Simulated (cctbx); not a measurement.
## Absolute structure of Cs2K4Sn2S7

Space group P2_12_12_1 (no. 19), a = 10.1140 Å, b = 13.4910 Å, c = 15.0650 Å, α = 90.00°, β = 90.00°, γ = 90.00°.

| atom | mult. | x | y | z | Ueq (Å²) |
| --- | --- | --- | --- | --- | --- |
| Cs1 | 4 | 0.2573 | 0.6120 | 0.3729 | 0.0059 |
| Cs2 | 4 | 0.2178 | 0.6436 | 0.0628 | 0.0053 |
| Sn1 | 4 | 0.3809 | 0.8881 | 0.6177 | 0.0037 |
| Sn2 | 4 | 0.4267 | 0.8890 | 0.1484 | 0.0025 |
| K1 | 4 | 0.1365 | 0.9302 | 0.4149 | 0.0060 |
| K2 | 4 | 0.1448 | 0.8435 | 0.8640 | 0.0079 |
| K3 | 4 | 0.0604 | 0.6803 | 0.6172 | 0.0080 |
| K4 | 4 | 0.4736 | 0.6588 | 0.8107 | 0.0089 |
| S1 | 4 | 0.3807 | 0.7255 | 0.5594 | 0.0045 |
| S2 | 4 | 0.4057 | 0.8268 | 0.9959 | 0.0038 |
| S3 | 4 | 0.2801 | 0.8054 | 0.2483 | 0.0090 |
| S4 | 4 | 0.1539 | 0.6115 | 0.8159 | 0.0049 |
| S5 | 4 | 0.0177 | 0.9960 | 0.0117 | 0.0071 |
| S6 | 4 | 0.4718 | 0.9074 | 0.7670 | 0.0041 |
| S7 | 4 | 0.1290 | 0.9204 | 0.6388 | 0.0073 |

The model was made for the exercise: a known structure type with other elements put in, its volume estimated, not relaxed; displacement parameters are assumed.

Data sets are simulated with cctbx and refined with Bijvoet mates kept apart; Flack x is then fitted as the share of an inverted twin with the atoms fixed, Hooft y from the Bijvoet differences. The group has rotations alone, so the crystal has a hand.

Untwinned crystal. What Flack and Hooft values should come out?

| λ (Å) | extinction (unmodelled) | d min (Å) | top counts | error (%) | model | R1 | Flack x | s.u. | Hooft y | s.u. | pairs |
| --- | --- | --- | --- | --- | --- | --- | --- | --- | --- | --- | --- |
| 0.71073 | 0.1 | 0.77 | 20000 | 3 | as given | 0.0156 | -0.013 | 0.012 | -0.020 | 0.012 | 2044 |
| 0.71073 | 0.1 | 0.77 | 20000 | 3 | inverted | 0.0262 | 1.011 | 0.012 | 1.021 | 0.012 | 2044 |
| 1.54184 | 0.1 | 0.83 | 20000 | 3 | as given | 0.0148 | 0.003 | 0.004 | 0.004 | 0.004 | 1613 |

With Mo Kα, x is within 3 s.u. of 0, so the hand is right. With Cu Kα, x is within 3 s.u. of 0, so the hand is right. Inverting the model turns x into about 1 − x.

A further crystal gives:

```csv
λ (Å),extinction (unmodelled),d min (Å),top counts,error (%),model,R1,Flack x,s.u.,Hooft y,s.u.,pairs
0.71073,0.1,0.6,5000,4,as given,0.0418,0.30,0.02,0.286,0.021,4465
```

**Question.** What is it?

It was simulated as an inversion twin with a fraction 0.3 of the inverted domain. Flack x is over 3 s.u. from both 0 and 1 and reads that fraction.

[Logs are printed without paths, hosts, clocks, repeated set-up lines and the standing remarks that a program may print on its own settings, such as how far it seeks lower states.]
